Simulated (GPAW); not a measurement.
# Near-edge structure at the Cu K edge of CuAu (P4/mmm), part 2 of 2

What does one-electron theory with a core hole give for the Cu K edge of CuAu (P4/mmm)?

GPAW 26.7.0; X-ray absorption from dipole matrix elements to empty bands, plane-wave PAW revPBE.

So far. Step 2 (Ground state of the crystal): The mesh shows no gap, so the system is treated as a metal and the core electron is put at the Fermi level (neutral cell). Step 3 (Spectrum without a core hole, Cu atom 2): Main maxima below 30 eV (height): 12.2 eV (1.66) and 19.6 eV (1.41). A K edge sees empty p states on the absorber.

The database entry behind the starting cell is an old determination (1936), so it need not match the best structure at ambient conditions.

## 5. Spectrum with XCH, Cu atom 2

The holes are 5.4 Å apart. In GPAW the data set carries the hole's charge, so charge=0 means a charged cell and charge=-1 a neutral one. The excited electron is kept in the cell, where it fills the lowest empty states and screens the hole. After the field has converged, empty bands are computed with the density fixed and the dipole matrix elements are summed.

Contents of xas.py:

```python
import numpy as np
from ase import Atoms
from ase.parallel import parprint, paropen
from gpaw import GPAW, PW, FermiDirac, Mixer, MixerDif, setup_paths
from gpaw.test import gen
setup_paths.insert(0, '.')
gen('Cu', name='fch1s', xcname='revPBE', corehole=(1, 0, 1), write_xml=True)
from gpaw.mpi import world
world.barrier()

atoms = Atoms('Au4Cu4',
    cell=[[2.81074946, 2.81074946, 3.685],
     [-2.81074946, 2.81074946, -3.685],
     [-2.81074946, 2.81074946, 3.685]],
    scaled_positions=[[0, 0, 0],
     [0.5, 0.5, 0],
     [0, 0.5, 0.5],
     [0.5, 0, 0.5],
     [0.5, 0, 0],
     [0, 0.5, 0],
     [0.5, 0.5, 0.5],
     [0, 0, 0.5]],
    pbc=True)
atoms.calc = calc = GPAW(legacy_gpaw=True, mode=PW(430, force_complex_dtype=True), xc='revPBE', setups={4: 'fch1s'},
    kpts={'size': (6, 6, 6), 'gamma': True}, occupations=FermiDirac(0.1),
    charge=-1, mixer=Mixer(0.1, 5, 50), maxiter=150,
    convergence={'density': 0.0001, 'eigenstates': 1e-6}, txt='scf.txt')
energy = atoms.get_potential_energy() + calc.get_reference_energy()
ef = calc.get_fermi_level()
out = dict(energy=energy, fermi=ef, forces=atoms.get_forces().tolist())
parprint(f'all-electron energy {energy:.4f} eV, Fermi level {ef:.4f} eV')
ev = np.array([[calc.get_eigenvalues(k, s) for k in range(len(calc.get_ibz_k_points()))] for s in range(calc.get_number_of_spins())])
out['homo'], out['lumo'], out['counts'] = ev[ev < ef].max(), ev[ev > ef].min(), sorted(set((ev < ef).sum((0, 2)).tolist()))
out['filled'] = (ev[:, 0] < ef).sum(1).tolist()

from ase.units import Ha
from gpaw.xas import dipole_matrix_elements
nb = int(calc.get_number_of_electrons() / 2) + 72
top, nb = nb, nb + 8 + nb // 12
nscf = calc.fixed_density(kpts={'size': (7, 7, 7), 'gamma': True}, nbands=nb,
    convergence={'bands': top, 'eigenstates': 5e-3}, maxiter=60, txt='nscf.txt')
cell = atoms.cell.array
ops = [cell.T @ U.T @ np.linalg.inv(cell.T) for U in nscf.wfs.kd.symmetry.op_scc]
E = np.arange(-6, 34, 0.1)
fwhm = np.interp(E, [4, 25], [1.55, 3.5])
Y, X, zero, highest = 0, 0, 1e9, 1e9
for spin in range(nscf.get_number_of_spins()):
    wfs = nscf.wfs
    mine = wfs.bd.get_slice()  # this rank's bands
    A = dipole_matrix_elements(wfs.setups[4])
    eps = np.zeros((wfs.kd.nibzkpts, nb))
    d = np.zeros((3, A.shape[1], wfs.kd.nibzkpts, nb), complex)
    for kpt in wfs.kpt_u:
        if kpt.s == spin and 4 in kpt.P_ani:
            eps[kpt.k, mine] = kpt.eps_n * Ha
            d[:, :, kpt.k, mine] = (kpt.weight * wfs.nspins / 2) ** 0.5 * np.inner(A, kpt.P_ani[4])
    world.sum(eps)
    world.sum(d)
    T = np.einsum('amkn,bmkn->abkn', d, d.conj()).real
    T = sum(np.einsum('ai,ijkn,bj->abkn', R, T, R) for R in ops) / len(ops)
    empty = eps > ef
    zero, highest = min(zero, eps[empty].min()), min(highest, eps[:, top - 1].min())
    lines = [(eps, T, empty)] if spin == 0 else lines + [(eps, T, empty)]
for eps, T, empty in lines:
    f = np.einsum('aakn->akn', T).reshape(3, -1)
    x = eps.ravel() - zero
    w = np.interp(x, E, fwhm) / 2.35482
    g = np.exp(-0.5 * ((E[:, None] - x) / w) ** 2) / (w * (2 * np.pi) ** 0.5)
    Y = Y + (f * empty.ravel()) @ g.T
    X = X + (f * ~empty.ravel()) @ g.T
out.update(E=E.round(2).tolist(), xas=Y.tolist(), xes=X.tolist(), zero=zero, valid=highest - zero, nk=len(eps), nb=nb)
for i in range(0, len(E), 10):
    parprint(f'{E[i]:7.2f}', *(f'{v:10.3e}' for v in Y[:, i]))
import json
with paropen('out.json', 'w') as f:
    json.dump(out, f)
```

On the command line:

```console
> OMP_NUM_THREADS=1 mpirun -n 4 gpaw python xas.py
```

Numbers of over 12 decimals in the logs are rounded to 6 here.

Log:

```text
Input parameters:
  charge: -1
  convergence: {density: 0.0001,
                eigenstates: 1e-06}
  kpts: {gamma: True,
         size: (6, 6, 6)}
  maxiter: 150
  mixer: {backend: pulay,
          beta: 0.1,
          method: separate,
          nmaxold: 5,
          weight: 50}
  mode: {ecut: 430.0,
         force_complex_dtype: True,
         name: pw}
  occupations: {fixmagmom: False,
                name: fermi-dirac,
                width: 0.1}
  setups: {4: fch1s}
  xc: revPBE

Initialize ...

[... PAW data sets ...]

Reference energy: -2237519.387634  # eV

Spin-paired calculation

[... convergence settings ...]
Symmetries present (total): 4
  [... symmetry matrices ...]

216 k-points: 6 x 6 x 6 Monkhorst-Pack grid + [1/12,1/12,1/12]
68 k-points in the irreducible part of the Brillouin zone
       k-points in crystal coordinates                weights
   0:     0.00000000    0.00000000    0.00000000          1/216
   1:     0.00000000    0.16666667   -0.16666667          2/216
   2:     0.00000000    0.16666667    0.00000000          4/216
   3:     0.00000000    0.16666667    0.16666667          2/216
   4:     0.00000000    0.33333333   -0.33333333          2/216
   5:     0.00000000    0.33333333   -0.16666667          4/216
   6:     0.00000000    0.33333333    0.00000000          4/216
   7:     0.00000000    0.33333333    0.16666667          4/216
   8:     0.00000000    0.33333333    0.33333333          2/216
   9:     0.00000000    0.50000000    0.00000000          2/216
          ...
  67:     0.50000000    0.50000000    0.50000000          1/216

Wave functions: Plane wave expansion
  Cutoff energy: 430.000 eV
  Number of coefficients (min, max): 2334, 2397
  Pulay-stress correction: 0.000000 eV/Ang^3 (de/decut=0.000000)
  Using FFTW library
  Wavefunction extrapolation:
    Improved wavefunction reuse through dual PAW basis

Occupation numbers: Fermi-Dirac:
  width: 0.1000  # eV

Eigensolver
   Davidson(niter=2)

Densities:
  Coarse grid: 27*27*27 grid
  Fine grid: 54*54*54 grid
  Total Charge: 0.000000

Density mixing:
  Method: separate
  Backend: pulay
  Linear mixing parameter: 0.1
  old densities: 5
  Width of damping distribution: 1.1
  Damping of long wavelength oscillations: 50

[... Hamiltonian set-up ...]
Number of atoms: 8
Number of atomic orbitals: 72
Number of bands in calculation: 58
Number of valence electrons: 89
Bands to converge: occupied

... initialized

Initializing position-dependent things.

Density initialized from atomic densities
Creating initial wave functions:
  58 bands from LCAO basis set

                Au
             Cu

           Cu     Cu
         Au     Au

              Au
           Cu

Atomic positions and initial magnetic moments

Positions:
   0 Au     0.000000    0.000000    0.000000    ( 0.0000,  0.0000,  0.0000)
   1 Au     0.000000    2.810749    0.000000    ( 0.0000,  0.0000,  0.0000)
   2 Au    -2.810749    2.810749    0.000000    ( 0.0000,  0.0000,  0.0000)
   3 Au     0.000000    2.810749    3.685000    ( 0.0000,  0.0000,  0.0000)
   4 Cu     1.405375    1.405375    1.842500    ( 0.0000,  0.0000,  0.0000)
   5 Cu    -1.405375    1.405375   -1.842500    ( 0.0000,  0.0000,  0.0000)
   6 Cu    -1.405375    4.216124    1.842500    ( 0.0000,  0.0000,  0.0000)
   7 Cu    -1.405375    1.405375    1.842500    ( 0.0000,  0.0000,  0.0000)

Unit cell:
           periodic     x           y           z      points  spacing
  1. axis:    yes    2.810749    2.810749    3.685000    27     0.1472
  2. axis:    yes   -2.810749    2.810749   -3.685000    27     0.1655
  3. axis:    yes   -2.810749    2.810749    3.685000    27     0.1655

  Lengths:   5.420318   5.420318   5.420318
  Angles:   85.663748  62.471151 117.528849

Effective grid spacing dv^(1/3) = 0.1809

iter:   1   -37.705259
iter:   2   -34.158221   -1.65  -1.18
iter:   3   -31.442479   -1.42  -1.30
iter:   4   -31.236024   -2.36  -1.67
iter:   5   -31.280229   -2.39  -1.87
iter:   6   -31.164990   -2.61  -2.34
iter:   7   -31.158533   -4.03  -2.56
iter:   8   -31.158489c  -3.13  -2.61
iter:   9   -31.148037c  -3.72  -2.99
iter:  10   -31.146533c  -5.18  -3.37
iter:  11   -31.144462c  -4.33  -3.43
iter:  12   -31.144353c  -5.88  -3.50
iter:  13   -31.144331c  -6.25c -3.52
iter:  14   -31.144356c  -6.13c -3.55
iter:  15   -31.144295c  -5.86  -3.69
iter:  16   -31.144289c  -7.14c -3.86
iter:  17   -31.144282c  -6.37c -3.86
iter:  18   -31.144292c  -6.14c -3.90
iter:  19   -31.144245c  -6.25c -4.37c

Converged after 19 iterations.

Dipole moment: (-0.000000, 0.000000, -0.000000) |e|*Ang

Energy contributions relative to reference atoms: (reference = -2237519.387634)

Kinetic:        -49.184494
Potential:      +34.778369
External:        +0.000000
XC:             -18.100453
Entropy (-ST):   -0.058718
Local:           +1.391692
SIC:             +0.000000
--------------------------
Free energy:    -31.173604
Extrapolated:   -31.144245

Showing only first 2 kpts
 Kpt  Band  Eigenvalues  Occupancy
  0    42      8.09617    2.00000
  0    43      8.09617    2.00000
  0    44      8.42531    1.99999
  0    45      9.92802    0.08666

  1    42      8.03832    2.00000
  1    43      9.45075    1.68531
  1    44     10.03837    0.02960
[...]
Fermi level: 9.61856

No gap
No difference between direct/indirect transitions

Forces in eV/Ang:
  0 Au    0.00000    0.00000    0.00000
  1 Au    0.00000    0.00000    0.00000
  2 Au    0.00000    0.00000    0.00000
  3 Au    0.00000    0.00000   -0.00000
  4 Cu    0.00000   -0.00000    0.00000
  5 Cu    0.00000    0.00000    0.00000
  6 Cu    0.00000    0.00000    0.00000
  7 Cu    0.00000    0.00000    0.00000
Scalar-relativistic atomic revPBE calculation for Cu (Copper, Z=29)
Core hole in 1s state (1s occupation: 1.0)
600 radial gridpoints.
|------------------------------------------------|
|------------------------------------------------|
[... the atom generator's iteration count ...]

Energy contributions:
-------------------------
Kinetic:    +1339.362299
XC:           -59.217280
Potential:  -2603.400130
-------------------------
Total:      -1323.255111

state      eigenvalue         ekin         rmax
-----------------------------------------------
1s^1.0 :  -337.776321   427.640713        0.034
2s^2.0 :   -41.953097    83.462160        0.192
2p^6.0 :   -37.147430    82.500573        0.153
3s^2.0 :    -4.963410    18.421965        0.596
3p^6.0 :    -3.403472    16.524594        0.594
3d^10.0:    -0.730897    11.207474        0.566
4s^1.0 :    -0.499879     1.727592        2.016
4p^0.0 :    -0.282469     0.981802        2.566
-----------------------------------------------
(units: Bohr and Hartree)

Generating PAW setup
Kinetic energy of the core from tauc = 1236.564657
Cutoffs:
rc(s)=2.200
rc(p)=2.200
rc(d)=2.000
rc(vbar)=1.800
rc(comp)=2.000
rc(nct)=2.200

Kinetic energy of the core states: 1225.559965
Charge: 1.0
Core electrons: 17.0
Valence electrons: 11.0
Pseudo-core charge: 0.260573
Shape function alpha=2.500
Pseudo-electron charge 3.276431
state    eigenvalue         norm
--------------------------------
4s(1) :    -0.499879     1.105929
*s    :     0.500121
4p(0) :    -0.282469     1.010808
*p    :     0.717531
3d(10):    -0.730897     0.190993
*d    :     0.269103
--------------------------------

Diagonalizing with gridspacing h=0.050

state   all-electron     PAW
-------------------------------
4s:      -0.499879    -0.500023
4p:      -0.282469    -0.282566
3d:      -0.730897    -0.731305
*f:                   -0.021911
-------------------------------
all-electron energy -2237550.5319 eV, Fermi level 9.6186 eV
[...]
31.00  1.308e-07  1.308e-07  1.200e-07
  32.00  1.508e-07  1.508e-07  1.467e-07
  33.00  1.766e-07  1.766e-07  1.797e-07
```

It took 2.6 min on 4 MPI ranks of Intel Xeon Platinum 8488C (Sapphire Rapids), shared host; peak memory 0.54 GiB.

The Cu K spectrum, Cu atom 2, excited-electron core hole (neutral cell) (energy from the lowest empty level; intensity scaled to a mean of 1 over the first 20 eV; polarised curves are means over the symmetry-equivalent atoms):

| E (eV) | isotropic | ε ⊥ c | ε ∥ c |
| --- | --- | --- | --- |
| -2.0 | 0.00 | 0.00 | 0.00 |
| -1.4 | 0.01 | 0.01 | 0.01 |
| -0.8 | 0.05 | 0.05 | 0.05 |
| -0.2 | 0.18 | 0.18 | 0.17 |
| 0.4 | 0.36 | 0.38 | 0.32 |
| 1.0 | 0.46 | 0.50 | 0.40 |
| 1.6 | 0.48 | 0.50 | 0.45 |
| 2.2 | 0.47 | 0.48 | 0.46 |
| 2.8 | 0.46 | 0.46 | 0.45 |
| 3.4 | 0.47 | 0.46 | 0.49 |
| 4.0 | 0.51 | 0.49 | 0.54 |
| 4.6 | 0.54 | 0.52 | 0.57 |
| 5.2 | 0.58 | 0.56 | 0.61 |
| 5.8 | 0.65 | 0.64 | 0.67 |
| 6.4 | 0.77 | 0.78 | 0.75 |
| 7.0 | 0.93 | 0.97 | 0.85 |
| 7.6 | 1.09 | 1.16 | 0.95 |
| 8.2 | 1.24 | 1.32 | 1.09 |
| 8.8 | 1.39 | 1.46 | 1.27 |
| 9.4 | 1.51 | 1.55 | 1.44 |
| 10.0 | 1.59 | 1.60 | 1.56 |
| 10.6 | 1.63 | 1.61 | 1.66 |
| 11.2 | 1.63 | 1.58 | 1.72 |
| 11.8 | 1.56 | 1.49 | 1.70 |
| 12.4 | 1.46 | 1.37 | 1.63 |
| 13.0 | 1.33 | 1.25 | 1.51 |
| 13.6 | 1.21 | 1.14 | 1.36 |
| 14.2 | 1.11 | 1.05 | 1.22 |
| 14.8 | 1.02 | 0.99 | 1.09 |
| 15.4 | 0.97 | 0.96 | 0.98 |
| 16.0 | 0.95 | 0.97 | 0.91 |
| 16.6 | 0.97 | 1.02 | 0.88 |
| 17.2 | 1.02 | 1.08 | 0.91 |
| 17.8 | 1.09 | 1.14 | 0.98 |
| 18.4 | 1.15 | 1.19 | 1.08 |
| 19.0 | 1.19 | 1.20 | 1.17 |
| 19.6 | 1.19 | 1.18 | 1.22 |
| 20.2 | 1.14 | 1.11 | 1.21 |
| 20.8 | 1.06 | 1.02 | 1.15 |
| 21.4 | 0.98 | 0.94 | 1.06 |
| 22.0 | 0.90 | 0.86 | 0.97 |
| 22.6 | 0.83 | 0.80 | 0.89 |
| 23.2 | 0.78 | 0.76 | 0.82 |
| 23.8 | 0.73 | 0.73 | 0.75 |
| 24.4 | 0.70 | 0.71 | 0.68 |
| 25.0 | 0.67 | 0.70 | 0.62 |
| 25.6 | 0.65 | 0.69 | 0.57 |
| 26.2 | 0.64 | 0.69 | 0.53 |
| 26.8 | 0.63 | 0.69 | 0.51 |
| 27.4 | 0.63 | 0.70 | 0.50 |
| 28.0 | 0.64 | 0.70 | 0.51 |
| 28.6 | 0.64 | 0.70 | 0.53 |
| 29.2 | 0.65 | 0.70 | 0.56 |
| 29.8 | 0.68 | 0.71 | 0.60 |
| 30.4 | 0.71 | 0.74 | 0.65 |
| 31.0 | 0.77 | 0.79 | 0.72 |
| 31.6 | 0.84 | 0.86 | 0.82 |

Main maxima below 30 eV (height): 10.8 eV (1.63) and 19.2 eV (1.20). 

The total-energy difference is 9010.42 eV. One term is added: -29.93 eV, since the hole is spin-paired here and a spin-polarised one costs that much less in the free atom (computed apart). The photon energy is then 8980.49 eV. The tabulated edge of the element is 8979 eV. The functional leaves an error of a few eV in such absolute values.

## 6. Spectrum with FCH, Cu atom 2

The holes are 5.4 Å apart. In GPAW the data set carries the hole's charge, so charge=0 means a charged cell and charge=-1 a neutral one. The excited electron is left out and a uniform background balances the charge. After the field has converged, empty bands are computed with the density fixed and the dipole matrix elements are summed.

Changed against the first core-hole run: core hole to FCH.

xas.py, as its differences from that of step 5:

```diff
@@ -25,3 +25,3 @@
     kpts={'size': (6, 6, 6), 'gamma': True}, occupations=FermiDirac(0.1),
-    charge=-1, mixer=Mixer(0.1, 5, 50), maxiter=150,
+    charge=0, mixer=Mixer(0.1, 5, 50), maxiter=150,
     convergence={'density': 0.0001, 'eigenstates': 1e-6}, txt='scf.txt')
```

Log:

```text
Input parameters:
  convergence: {density: 0.0001,
                eigenstates: 1e-06}
  kpts: {gamma: True,
         size: (6, 6, 6)}
  maxiter: 150
  mixer: {backend: pulay,
          beta: 0.1,
          method: separate,
          nmaxold: 5,
          weight: 50}
  mode: {ecut: 430.0,
         force_complex_dtype: True,
         name: pw}
  occupations: {fixmagmom: False,
                name: fermi-dirac,
[...]
*d    :     0.269103
--------------------------------

Diagonalizing with gridspacing h=0.050

state   all-electron     PAW
-------------------------------
4s:      -0.499879    -0.500023
4p:      -0.282469    -0.282566
3d:      -0.730897    -0.731305
*f:                   -0.021911
-------------------------------
all-electron energy -2237559.9123 eV, Fermi level 9.2163 eV
[...]
32.00  1.404e-07  1.404e-07  1.333e-07
  33.00  1.640e-07  1.640e-07  1.639e-07
[key lines of the parts left out:]
Converged after 16 iterations.
Dipole moment: (-0.000000, 0.000000, -0.000000) |e|*Ang
Free energy:    -40.572873
Fermi level: 9.21626
```

It took 2.5 min on 4 MPI ranks; peak memory 0.54 GiB; 9.9 min of CPU time.

| E (eV) | first run | this run |
| --- | --- | --- |
| -2.0 | 0.00 | 0.00 |
| -1.0 | 0.03 | 0.03 |
| 0.0 | 0.24 | 0.24 |
| 1.0 | 0.46 | 0.47 |
| 2.0 | 0.48 | 0.49 |
| 3.0 | 0.46 | 0.47 |
| 4.0 | 0.51 | 0.49 |
| 5.0 | 0.56 | 0.54 |
| 6.0 | 0.69 | 0.63 |
| 7.0 | 0.93 | 0.82 |
| 8.0 | 1.19 | 1.09 |
| 9.0 | 1.44 | 1.34 |
| 10.0 | 1.59 | 1.55 |
| 11.0 | 1.63 | 1.65 |
| 12.0 | 1.53 | 1.63 |
| 13.0 | 1.33 | 1.46 |
| 14.0 | 1.14 | 1.26 |
| 15.0 | 1.00 | 1.08 |
| 16.0 | 0.95 | 0.98 |
| 17.0 | 1.00 | 0.99 |
| 18.0 | 1.11 | 1.07 |
| 19.0 | 1.19 | 1.18 |
| 20.0 | 1.16 | 1.21 |
| 21.0 | 1.04 | 1.12 |
| 22.0 | 0.90 | 0.98 |
| 23.0 | 0.79 | 0.86 |
| 24.0 | 0.72 | 0.76 |
| 25.0 | 0.67 | 0.70 |
| 26.0 | 0.64 | 0.66 |
| 27.0 | 0.63 | 0.64 |
| 28.0 | 0.64 | 0.64 |
| 29.0 | 0.65 | 0.65 |
| 30.0 | 0.69 | 0.67 |
| 31.0 | 0.77 | 0.73 |
| 32.0 | 0.90 | 0.84 |

Against the first run the r.m.s. difference is 6 %. The highest intensity below 24 eV goes from 10.8 eV (1.63) to 11.4 eV (1.66).

The photon energy of the zero moves by -0.15 eV.

## 7. With and without the hole

Both curves are counted from their own zero, so only the shift of weight within the empty states shows.

| E (eV) | no hole | XCH |
| --- | --- | --- |
| -2.0 | 0.00 | 0.00 |
| -1.0 | 0.02 | 0.03 |
| 0.0 | 0.19 | 0.24 |
| 1.0 | 0.41 | 0.46 |
| 2.0 | 0.43 | 0.48 |
| 3.0 | 0.42 | 0.46 |
| 4.0 | 0.42 | 0.51 |
| 5.0 | 0.46 | 0.56 |
| 6.0 | 0.55 | 0.69 |
| 7.0 | 0.69 | 0.93 |
| 8.0 | 0.85 | 1.19 |
| 9.0 | 1.17 | 1.44 |
| 10.0 | 1.41 | 1.59 |
| 11.0 | 1.57 | 1.63 |
| 12.0 | 1.66 | 1.53 |
| 13.0 | 1.59 | 1.33 |
| 14.0 | 1.44 | 1.14 |
| 15.0 | 1.29 | 1.00 |
| 16.0 | 1.14 | 0.95 |
| 17.0 | 1.09 | 1.00 |
| 18.0 | 1.19 | 1.11 |
| 19.0 | 1.37 | 1.19 |
| 20.0 | 1.39 | 1.16 |
| 21.0 | 1.27 | 1.04 |
| 22.0 | 1.15 | 0.90 |
| 23.0 | 1.05 | 0.79 |
| 24.0 | 0.93 | 0.72 |
| 25.0 | 0.80 | 0.67 |
| 26.0 | 0.72 | 0.64 |
| 27.0 | 0.70 | 0.63 |
| 28.0 | 0.71 | 0.64 |
| 29.0 | 0.70 | 0.65 |
| 30.0 | 0.69 | 0.69 |
| 31.0 | 0.72 | 0.77 |
| 32.0 | 0.81 | 0.90 |

With each curve scaled to its own mean, the area from −2 to 6 eV with the hole is 3.1 against 2.6, and the centre of weight from −1 to 20 eV moves by -0.7 eV: the hole pulls the absorber's empty states down.

## 8. What came out

* absorber and edge: Cu K, atom 2 of the ground-state input (counted from 1)
* surroundings: 8 Au at 2.71 Å and 4 Cu at 2.81 Å (distorted cuboctahedral, site symmetry 4/mmm)
* highest intensity below 24 eV: 10.8 eV above the zero, height 1.63
* photon energy of the zero, with the added terms: 8980.5 eV (raw 9010.4 eV; uncertain by a few eV)

What this shows: The Cu K edge of atom 2, with 8 Au at 2.71 Å and 4 Cu at 2.81 Å (distorted cuboctahedral, site symmetry 4/mmm), has its highest intensity of the first 24 eV at 10.8 eV above the zero, near 8991 eV in photon energy (uncertain by a few eV), 1.6 times the mean level of the first 20 eV (Gaussian full width 1.55 eV up to 4 eV, rising linearly to 3.5 eV at 25 eV). With each curve scaled to its own mean, the area from −2 to 6 eV with the hole is 3.1 against 2.6, and the centre of weight from −1 to 20 eV moves by -0.7 eV: the hole pulls the absorber's empty states down. Changing the core hole to FCH alters the shape by 6 % r.m.s., so the result is insensitive to this choice. At the Cu K edge of atom 2 polarisation matters most near 12.8 eV, where the curves differ by 0.3 on this scale. The script folds with a Gaussian, whereas the core hole's own line is a Lorentzian, so the onset is too steep and the first peak too high. The holes are only 5.4 Å apart, so the shape is probably not converged with cell size; no larger cell was run here. The structure is a published determination, not relaxed.

[Banner, clock and machine lines of the logs are left out without a mark of their own.]

[Logs are printed without paths, hosts, clocks, repeated set-up lines and the standing remarks that a program may print on its own settings, such as how far it seeks lower states.]

[Hosts, paths, dates, database ids (printed as entryN), source tags and the programs' standing remarks are cut or masked in the printed files.]

[Lists of maxima count a maximum above −3 eV only where it reaches 4 % of the highest in the window and stands out from its surroundings by 2 % of it (1.5 % where it reaches 55 %); shoulders and weaker maxima are passed over, and of the rest the first, up to two pre-edge ones and the few strongest are named.]
